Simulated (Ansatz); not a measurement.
# Na on Ag(100): change of the work function, part 5 of 5

Wanted: Δφ(θ) for Na/Ag(100), starting from the hollow site.

Ansatz 0.2.0; plane-wave DFT, PBEsol, Ansatz PAW.

So far, work function, upper face (eV): step 2 (the clean slab) 4.28; step 5 (adsorbate added, k-mesh 5×5×1, coverage 0.5 ML) 2.38; step 7 (the slab at 0.25 ML, atoms frozen) 2.15; step 8 (the substrate of the 0.25 ML cell alone) 4.29; step 9 (the adsorbate layer of the 0.25 ML cell alone) 2.84.

**11. Varying the input**

This step: plane-wave DFT, PBEsol, Ansatz PAW (Ansatz 0.2.0).

System of this step: Na/Ag(100). The cell holds 18 atoms: 16 Ag and 2 Na. Its edges and angles: a = 5.784 Å, b = 5.784 Å, c = 26.556 Å, α = 90.0°, β = 90.0°, γ = 90.0°. Vacuum lies along c.

A run with a changed input: it repeats the earlier run at 0.5 ML with scf.occupations.width from 0.1 removed and scf.occupations.method from fermi_dirac to tetrahedron.

Input file input.yaml:

```yaml
crystal:
  lattice:
    - [5.7841334702, 0.0, 0.0]
    - [0.0, 5.7841334702, 0.0]
    - [0.0, 0.0, 26.5558250239]
  atoms:
    - { symbol: Ag, position: [0.25, 0.25, 0.3389086949] }
    - { symbol: Ag, position: [0.0, 0.0, 0.4159162816] }
    - { symbol: Ag, position: [0.25, 0.25, 0.4914493772] }
    - { symbol: Ag, position: [0.0, 0.0, 0.5652226136] }
    - { symbol: Ag, position: [0.25, 0.75, 0.3389086949] }
    - { symbol: Ag, position: [0.0, 0.5, 0.4159162816] }
    - { symbol: Ag, position: [0.25, 0.75, 0.4914493772] }
    - { symbol: Ag, position: [0.0, 0.5, 0.5652226136] }
    - { symbol: Ag, position: [0.75, 0.25, 0.3389086949] }
    - { symbol: Ag, position: [0.5, 0.0, 0.4159162816] }
    - { symbol: Ag, position: [0.75, 0.25, 0.4914493772] }
    - { symbol: Ag, position: [0.5, 0.0, 0.5652226136] }
    - { symbol: Ag, position: [0.75, 0.75, 0.3389086949] }
    - { symbol: Ag, position: [0.5, 0.5, 0.4159162816] }
    - { symbol: Ag, position: [0.75, 0.75, 0.4914493772] }
    - { symbol: Ag, position: [0.5, 0.5, 0.5652226136] }
    - { symbol: Na, position: [0.25, 0.25, 0.6610913051] }
    - { symbol: Na, position: [0.75, 0.75, 0.6610913051] }
kpoints:
  mp_grid: { grid: [5, 5, 1] }
hamiltonian:
  xc: pbesol
scf:
  occupations: { method: tetrahedron }
  convergence: { dr2_threshold: 1.0e-08 }
efield:
  axis: 3
  dipole_correction: true
  ramp_position: 0.97
  ramp_width: 0.06
relax:
  f_tol: 0.02
  max_steps: 60
  constraints: [{ sites: [0, 1, 4, 5, 8, 9, 12, 13] }]
output:
  bader: true
  dos: { projected: true, e_range: [-8, 4] }
  write_potential: true
  write_density: true
  volumetric_format: npy
```

On the command line:

```console
> ansatz run input.yaml --threads 4 --pin off --max-ram 12288MiB --backend cpu --events-out ev --progress --plain --runs-dir out
```

Numbers of over 12 decimals in the logs are rounded to 6 here.

Output:

```text
Warning: relax: with tetrahedron occupations the Hellmann–Feynman forces and the energy need not agree along the walk (scf.occupations.method in the input reference, under Limitations); prefer a smearing scheme for the relaxation and re-run the relaxed geometry with tetrahedron occupations for the final energies/DOS
band count auto-derived: 196 (N_el = 322.0; filled up to band 161; 194 by the electrons, moments and atoms)
[...]
Crystal: 18 atoms, lattice volume = 888.457 Å³
Basis set: ecut = 420 eV, 17437 PW (Γ), exchange–correlation on 80×80×360 points (8 copies of the dense FFT grid, shifted against one another)
Bands: 196, of which v1, the nominal top of the filled ones, is band 161 counted from 1 (160 counted from 0)
Symmetry: 16 space group operations
[...]
k-points: 6 of 25
[...]
SCF iter   1: F=—  HF=-123304.020951 eV  |F-HF|=—  |Δ(HF+E_count)|=         —  Δρ=5.16e-3  dr2=3.04e0  ethr=1.77e-3  p=0.257 e·Å  D=5.24e-2 V/Å  ΔV_dip=-1.39 eV  dr2_dipole=1.62e0  V_vac-E_F(+/−)=2.76/4.15 eV  ⟨swp⟩=7.0  Hψ=4742  notcnv=0  defer=34
[...]
SCF iter  14: F=-123303.891923 eV  HF=-123303.891923 eV  |F-HF|=3.64e-10  |Δ(HF+E_count)|=   1.93e-6  Δρ=4.39e-7  dr2=3.29e-9  ethr=3.11e-12  p=0.348 e·Å  D=7.08e-2 V/Å  ΔV_dip=-1.88 eV  dr2_dipole=9.91e-10  V_vac-E_F(+/−)=2.47/4.35 eV  ⟨swp⟩=17.7  Hψ=8584  notcnv=0
SCF 1 converged in 14 iterations: F = -123303.891923 eV  dr2 = 3.29e-9
[...]
relax step   1: F+E_penalty+E_count = -123303.89192274 eV  Δ(F+E_penalty+E_count) = +0.000e0 eV  max|allowed force component| = 3.862e-1 eV/Å  Δτ_max = 0.0000 Å  (14 SCF iters, accepted)
[...]
SCF iter  10: F=-123303.958663 eV  HF=-123303.958663 eV  |F-HF|=5.52e-9  |Δ(HF+E_count)|=   2.26e-6  Δρ=1.08e-6  dr2=9.82e-9  ethr=3.11e-12  p=0.357 e·Å  D=7.27e-2 V/Å  ΔV_dip=-1.93 eV  dr2_dipole=2.87e-10  V_vac-E_F(+/−)=2.43/4.36 eV  ⟨swp⟩=12.2  Hψ=8984  notcnv=0
SCF 2 converged in 10 iterations: F = -123303.958663 eV  dr2 = 9.82e-9
relax step   2: F+E_penalty+E_count = -123303.95866325 eV  Δ(F+E_penalty+E_count) = -6.674e-2 eV  max|allowed force component| = 3.096e-1 eV/Å  Δτ_max = 0.0687 Å  (10 SCF iters, accepted)
SCF iter   1: F=—  HF=-123304.023859 eV  |F-HF|=—  |Δ(HF+E_count)|=         —  Δρ=1.07e-3  dr2=4.47e-2  ethr=1.21e-4  p=0.357 e·Å  D=7.27e-2 V/Å  ΔV_dip=-1.93 eV  dr2_dipole=5.47e-3  V_vac-E_F(+/−)=2.43/4.36 eV  ⟨swp⟩=7.2  Hψ=2660  notcnv=0  defer=151
[...]
SCF iter  12: F=-123304.017590 eV  HF=-123304.017590 eV  |F-HF|=2.55e-9  |Δ(HF+E_count)|=   5.25e-7  Δρ=3.67e-7  dr2=1.27e-9  ethr=3.11e-12  p=0.381 e·Å  D=7.75e-2 V/Å  ΔV_dip=-2.06 eV  dr2_dipole=4.57e-11  V_vac-E_F(+/−)=2.30/4.36 eV  ⟨swp⟩=13.8  Hψ=7650  notcnv=0
SCF 3 converged in 12 iterations: F = -123304.017590 eV  dr2 = 1.27e-9
relax step   3: F+E_penalty+E_count = -123304.01759006 eV  Δ(F+E_penalty+E_count) = -5.893e-2 eV  max|allowed force component| = 4.023e-2 eV/Å  Δτ_max = 0.1949 Å  (12 SCF iters, accepted)
SCF iter   1: F=—  HF=-123304.021584 eV  |F-HF|=—  |Δ(HF+E_count)|=         —  Δρ=1.06e-3  dr2=1.54e-2  ethr=2.53e-5  p=0.381 e·Å  D=7.75e-2 V/Å  ΔV_dip=-2.06 eV  dr2_dipole=1.84e-3  V_vac-E_F(+/−)=2.29/4.35 eV  ⟨swp⟩=5.8  Hψ=2842  notcnv=0  defer=160
[...]
SCF iter  11: F=-123304.018093 eV  HF=-123304.018093 eV  |F-HF|=5.34e-9  |Δ(HF+E_count)|=   1.51e-6  Δρ=8.06e-7  dr2=4.39e-9  ethr=3.11e-12  p=0.383 e·Å  D=7.80e-2 V/Å  ΔV_dip=-2.07 eV  dr2_dipole=1.07e-10  V_vac-E_F(+/−)=2.28/4.35 eV  ⟨swp⟩=13.5  Hψ=7866  notcnv=0
SCF 4 converged in 11 iterations: F = -123304.018093 eV  dr2 = 4.39e-9
relax step   4: F+E_penalty+E_count = -123304.01809255 eV  Δ(F+E_penalty+E_count) = -5.025e-4 eV  max|allowed force component| = 1.998e-2 eV/Å  Δτ_max = 0.0624 Å  (11 SCF iters, accepted)
[...]
SCF converged after 11 iterations
Stability not checked: this state was not tested for a lower state beside it, because cold or Methfessel-Paxton smearing, or corrected tetrahedra, fill the levels in a way that the test cannot read (fill_not_monotonic; see scf.lower_state_search)
Free energy (F): -123304.018093 eV
[...]
Internal energy: -123304.014716 eV  (E = F + TS)
E sigma→0 (E₀):  -123304.018093 eV
Entropy (-TS):   -0.003376 eV (-0.188 meV/atom)
Fermi energy:    3.417963 eV
Dipole field:    D = 0.077951 V/Å  (p = 0.382732 e·Å, saw-weighted, corrected)
Work function:   Φ+ = 2.2841 eV   Φ− = 4.3542 eV
[...]
--- Forces (eV/Å), atoms counted from 1 ---
  atom   1  Ag     0.00000000     0.00000000     0.26475563
  atom   2  Ag    -0.00000000    -0.00000000    -0.26916146
  atom   3  Ag     0.00000000     0.00000000     0.00682459
  atom   4  Ag    -0.00000000    -0.00000000    -0.01044779
  atom   5  Ag     0.00000000     0.00000000     0.25271763
  atom   6  Ag    -0.00000000     0.00000000    -0.26916146
  atom   7  Ag     0.00000000     0.00000000     0.01998032
  atom   8  Ag    -0.00000000     0.00000000    -0.01044779
  atom   9  Ag     0.00000000     0.00000000     0.25271763
  atom  10  Ag    -0.00000000     0.00000000    -0.26916146
  atom  11  Ag     0.00000000     0.00000000     0.01998032
  atom  12  Ag    -0.00000000     0.00000000    -0.01044779
  atom  13  Ag     0.00000000     0.00000000     0.26475563
  atom  14  Ag    -0.00000000    -0.00000000    -0.26916146
  atom  15  Ag     0.00000000    -0.00000000     0.00682459
  atom  16  Ag     0.00000000    -0.00000000    -0.01044779
  atom  17  Na     0.00000000     0.00000000     0.01497414
  atom  18  Na     0.00000000    -0.00000000     0.01497414
  max |Σ_I F_I| component: 6.76e-5 eV/Å
--- Band table (eV; the first three rows and the last of 6) ---
  k-point 0: bands = [... 157 lower, 2.8691, 2.9236, 2.9267, 3.0220, 3.2834, 3.5223, 3.5223, 3.7249, ... 31 higher]
  k-point 1: bands = [... 157 lower, 2.5116, 3.1227, 3.1394, 3.3118, 3.5781, 3.8862, 3.9661, 4.9093, ... 31 higher]
  k-point 2: bands = [... 157 lower, 2.2750, 3.2296, 3.6590, 3.6681, 4.1712, 4.3669, 4.3739, 4.5503, ... 31 higher]
  k-point 5: bands = [... 157 lower, 1.5971, 1.6089, 2.4002, 2.5402, 3.3033, 3.3302, 4.0869, 4.3086, ... 31 higher]
--- Relaxed structure (4 steps of the walk, 4 accepted, 0 SCFs on fresh bases) ---
  F+E_penalty+E_count = -123304.01809255 eV   max|allowed force component| = 1.998e-2 eV/Å
  atoms:
    - { symbol: Ag, position: [0.25, 0.25, 0.3389086949] }
    - { symbol: Ag, position: [0.0, 0.0, 0.415916] }
    - { symbol: Ag, position: [0.25, 0.25, 0.491022] }
    - { symbol: Ag, position: [0, 0, 0.565717] }
    - { symbol: Ag, position: [0.25, 0.75, 0.3389086949] }
    - { symbol: Ag, position: [0.0, 0.5, 0.415916] }
    - { symbol: Ag, position: [0.25, 0.75, 0.490482] }
    - { symbol: Ag, position: [0, 0.5, 0.565717] }
    - { symbol: Ag, position: [0.75, 0.25, 0.3389086949] }
    - { symbol: Ag, position: [0.5, 0.0, 0.415916] }
    - { symbol: Ag, position: [0.75, 0.25, 0.490482] }
    - { symbol: Ag, position: [0.5, 0, 0.565717] }
    - { symbol: Ag, position: [0.75, 0.75, 0.3389086949] }
    - { symbol: Ag, position: [0.5, 0.5, 0.415916] }
    - { symbol: Ag, position: [0.75, 0.75, 0.491022] }
    - { symbol: Ag, position: [0.5, 0.5, 0.565717] }
    - { symbol: Na, position: [0.25, 0.25, 0.648814] }
    - { symbol: Na, position: [0.75, 0.75, 0.648814] }
--- Bader charges: 18 sites ---
  site symbol  charge [e]  shift [e]
     0     Ag     -0.0218     0.0000
     1     Ag      0.0204     0.0000
     2     Ag     -0.0005     0.0000
     3     Ag     -0.3164     0.0000
     4     Ag     -0.0188     0.0000
     5     Ag      0.0204     0.0000
     6     Ag      0.0035     0.0000
     7     Ag     -0.3164     0.0000
     8     Ag     -0.0188     0.0000
     9     Ag      0.0204     0.0000
    10     Ag      0.0035     0.0000
    11     Ag     -0.3164     0.0000
    12     Ag     -0.0218     0.0000
    13     Ag      0.0204     0.0000
    14     Ag     -0.0005     0.0000
    15     Ag     -0.3163     0.0000
    16     Na      0.6294     0.0000
    17     Na      0.6295     0.0000
  estimated error of the sums over rays = 1.7e-4 e
```

The job ended after 2.8 min (4 threads of Arm Neoverse V1, shared host; peak memory 3.2 GiB).

The steps of the relaxation:

```
step  energy less that of the first step (eV)  largest force component (eV/Å)
   1                                   0.0000                          0.3862
   2                                  -0.0667                          0.3096
   3                                  -0.1257                          0.0402
   4                                  -0.1262                          0.0200
```

Forces are held to the 16 operations that the run works with; a distortion that breaks them can't arise in this run.

The atoms that moved most (Å):

| atom | dx | dy | dz | length |
| --- | --- | --- | --- | --- |
| Na18 | 0.000 | 0.000 | -0.326 | 0.326 |
| Na17 | 0.000 | 0.000 | -0.326 | 0.326 |
| Ag7 | 0.000 | 0.000 | -0.026 | 0.026 |
| Ag11 | 0.000 | 0.000 | -0.026 | 0.026 |
| Ag12 | 0.000 | 0.000 | 0.013 | 0.013 |
| Ag16 | 0.000 | 0.000 | 0.013 | 0.013 |
| Ag8 | 0.000 | 0.000 | 0.013 | 0.013 |
| Ag4 | 0.000 | 0.000 | 0.013 | 0.013 |

The relaxed structure:

```xyz
18
Lattice="5.7841 0.0000 0.0000 0.0000 5.7841 0.0000 0.0000 0.0000 26.5558" Properties=species:S:1:pos:R:3
Ag    1.4460    1.4460    9.0000
Ag    0.0000    0.0000   11.0450
Ag    1.4460    1.4460   13.0395
Ag    0.0000    0.0000   15.0231
Ag    1.4460    4.3381    9.0000
Ag    0.0000    2.8921   11.0450
Ag    1.4460    4.3381   13.0252
Ag    0.0000    2.8921   15.0231
Ag    4.3381    1.4460    9.0000
Ag    2.8921    0.0000   11.0450
Ag    4.3381    1.4460   13.0252
Ag    2.8921    0.0000   15.0231
Ag    4.3381    4.3381    9.0000
Ag    2.8921    2.8921   11.0450
Ag    4.3381    4.3381   13.0395
Ag    2.8921    2.8921   15.0231
Na    1.4460    1.4460   17.2298
Na    4.3381    4.3381   17.2298
```

Numbers from this step:

| Property | Result |
| --- | --- |
| work function, upper face | 2.284 eV |
| work function, lower face | 4.354 eV |
| dipole along the normal | 0.3827 e·Å |
| step between the vacuum levels | -2.070 eV |

The density of states has structure finer than the step of the table below, so its rows give means over 0.25 eV, whole bins alone (the curve runs from -8 to 1.98 eV). Peaks (eV: height): -5.290: 81.6, -4.540: 87.5, -4.420: 74.5, -4.180: 76.8, -3.310: 83.4, -2.950: 79.4, -2.860: 73.3.

Density of states against energy, zero at the Fermi level; means over each step:

```csv
energy (eV),density of states (states/eV a cell)
-7.75,0
-7.50,0.104
-7.25,1.34
-7.00,1.38
-6.75,2.37
-6.50,1.54
-6.25,11.4
-6.00,40.6
-5.75,37.3
-5.50,44.1
-5.25,44.1
-5.00,32.4
-4.75,37.8
-4.50,65.4
-4.25,51.3
-4.00,43.2
-3.75,55.3
-3.50,51.6
-3.25,64.3
-3.00,53.1
-2.75,19.4
-2.50,8.31
-2.25,2.71
-2.00,3.80
-1.75,6.04
-1.50,3.03
-1.25,3.36
-1.00,5.03
-0.75,5.10
-0.50,4.93
-0.25,4.48
0.00,8.02
0.25,6.33
0.50,5.11
0.75,5.23
1.00,6.29
1.25,4.04
1.50,9.11
1.75,7.84
```

Projected DOS per atom over height of the atomic layer and energy from the Fermi level. Layers: Ag4 Ag4 Ag4 Ag4 Na2 from below.

Ten even steps from '_' (0.00 states/eV) to '@' (4.35 states/eV), each cell a mean:
```
__________
__________
________..
__________
________..
__________
__________
__________
__________
__________
======::__
@@####**__
@@++**@@__
%%++==@@__
**####@@__
++**==++__
==**++**__
..##@@--__
__________
__________
__________
__________
```
Columns: height of the atomic layer (Å) from 9 to 17.2 (not evenly spaced); rows upwards: energy from the Fermi level (eV) from -7.96 to 1.95.

```csv
quantity,this run,earlier run,difference
"work function, upper face (eV)",2.284,2.377,-0.093
"work function, lower face (eV)",4.354,4.384,-0.030
dipole along the normal (e·Å),0.3827,0.3710,0.012
```

What moves beyond 0.01 in its unit (for the dipole 0.5 % and 5e-5 e·Å): work function, upper face (-0.0933 eV), dipole along the normal (+0.0117 e·Å) and work function, lower face (-0.0298 eV).

**12. The same run with other settings**

System of this step: Ag(100). The cell holds 4 atoms: 4 Ag. Cell: a = 2.892 Å, b = 2.892 Å, c = 24.135 Å, α = 90.0°, β = 90.0°, γ = 90.0°. Vacuum lies along c.

An input spoilt on purpose, to show how the run answers: it repeats the earlier run at 0 ML with efield.ramp_position from 0.97 to 0.475, and scf.max_iter set to 50.

Input file input.yaml:

```yaml
crystal:
  lattice:
    - [2.8920667351, 0.0, 0.0]
    - [0.0, 2.8920667351, 0.0]
    - [0.0, 0.0, 24.135]
  atoms:
    - { symbol: Ag, position: [0.5, 0.5, 0.3729024239] }
    - { symbol: Ag, position: [0.0, 0.0, 0.4576341413] }
    - { symbol: Ag, position: [0.5, 0.5, 0.5423658587] }
    - { symbol: Ag, position: [0.0, 0.0, 0.6270975761] }
kpoints:
  mp_grid: { grid: [10, 10, 1] }
hamiltonian:
  xc: pbesol
scf:
  occupations: { method: fermi_dirac, width: 0.1 }
  convergence: { dr2_threshold: 1.0e-08 }
  max_iter: 50
efield:
  axis: 3
  dipole_correction: true
  ramp_position: 0.475
  ramp_width: 0.06
relax:
  f_tol: 0.02
  max_steps: 60
  constraints: [{ sites: [0, 1] }]
output:
  write_potential: true
  write_density: true
  volumetric_format: npy
```

Output:

```text
The last accepted step is kept in <dir> (removed where the run ends without a failure and the disk answers)
Engine: ansatz 0.2.0, aarch64-unknown-linux-gnu
Pseudopotentials: kind: paw
Pseudopotential: Ag, paw, valence charge 19, recommended cutoff 420 eV (normal), Ag.paw.azcp
Functional definition: PBEsol
  exchange = pbesol_x
  correlation = pbesol_c
Crystal: 4 atoms, lattice volume = 201.866 Å³
Basis set: ecut = 420 eV, 3917 PW (Γ), exchange–correlation on 40×40×324 points (8 copies of the dense FFT grid, shifted against one another)
Bands: 46, of which v1, the nominal top of the filled ones, is band 38 counted from 1 (37 counted from 0)
Symmetry: 8 space group operations
k-points: 21 of 100
Non-local potential: Ag, projectors of the file, l = 0: 3, l = 1: 2, l = 2: 2, l = 3: 1
PAW form: soft (Blöchl's): semilocal exchange-correlation on the pseudo side does not see the compensation charge
PAW frozen core: Ag, regenerated for the run's functional, and the local potential with it (the file was generated under x = pbe(κ = 0.804, μ = 0.219515), c = pbe(β = 0.066725))
PAW one-centre angular grid: Ag, 590 points (default); XC on 64 Gauss nodes
Initial density: superposition of atomic densities (neutral atoms: chi_scale 0, normalization atom), corrected by the library's trained network
Initial wavefunctions: pseudopotential atomic-orbital guess
Functional: x = pbesol(κ = 0.804, μ = 0.123457), c = pbesol(β = 0.046)
Error: efield: ion 2 (Ag) at fractional coordinate 0.5424 along the field axis lies inside the sawtooth ramp with 2 of the planes that the density is read on at each end, [0.4627, 0.5473] — the ramp must sit in vacuum (an ion there feels the fictitious reversed slope); set or move the ramp (efield.ramp_position / ramp_width) or move the geometry
```

The job ended after 0.23 s (4 threads; peak memory 0.29 GiB).

The input was rejected at the start.

The program's message: “Error: efield: ion 2 (Ag) at fractional coordinate 0.5424 along the field axis lies inside the sawtooth ramp with 2 of the planes that the density is read on at each end, [0.4627, 0.5473] — the ramp m …”

The fault put into the input: the ramp among the atoms.

**13. Results**

```yaml
work_function_of_the_clean_face: 4.28 eV
work_function_at_0p11_ml: 2.99 eV
work_function_at_0p25_ml: 2.15 eV
work_function_at_0p5_ml: 2.38 eV
dipole_per_adsorbate_at_0p11_ml_positive_end_outwards: 2.77 D
step_of_the_potential_from_the_moved_charge_at_0p25_ml_upper_less_lower_side_atoms_held: -2.20 eV
```

In words: Na lowers the work function of Ag(100) at the lowest coverage, by 1.29 eV: the adsorbate layer has its positive end outwards. The dipole per adsorbate falls from 2.77 to 0.88 D as the layer fills. Neighbouring dipoles depolarise each other, and heights and bonding change with coverage too. The work function passes a minimum near 0.25 ML among the coverages run and rises again. The slab has 4 layers, at the tabulated experimental lattice constant, one starting site was run, and quantum-size effects of a slab this thin can reach one or two tenths of an eV.

[Logs are printed without paths, hosts, clocks, repeated set-up lines and the standing remarks that a program may print on its own settings, such as how far it seeks lower states.]

[Hosts, paths, dates, database ids (printed as entryN), source tags and the programs' standing remarks are cut or masked in the printed files.]

[Maps of the electrostatic potential energy from Ansatz leave out the sawtooth potential of an applied field or a dipole correction, so their vacuum need not be flat; planar profiles and work functions include it.]

[The density of states shown here was stored with 400 of the rows of the run's finer table, so its peaks can read low, often by over a quarter, or be missed, and its means over a window can be off by a tenth or more.]
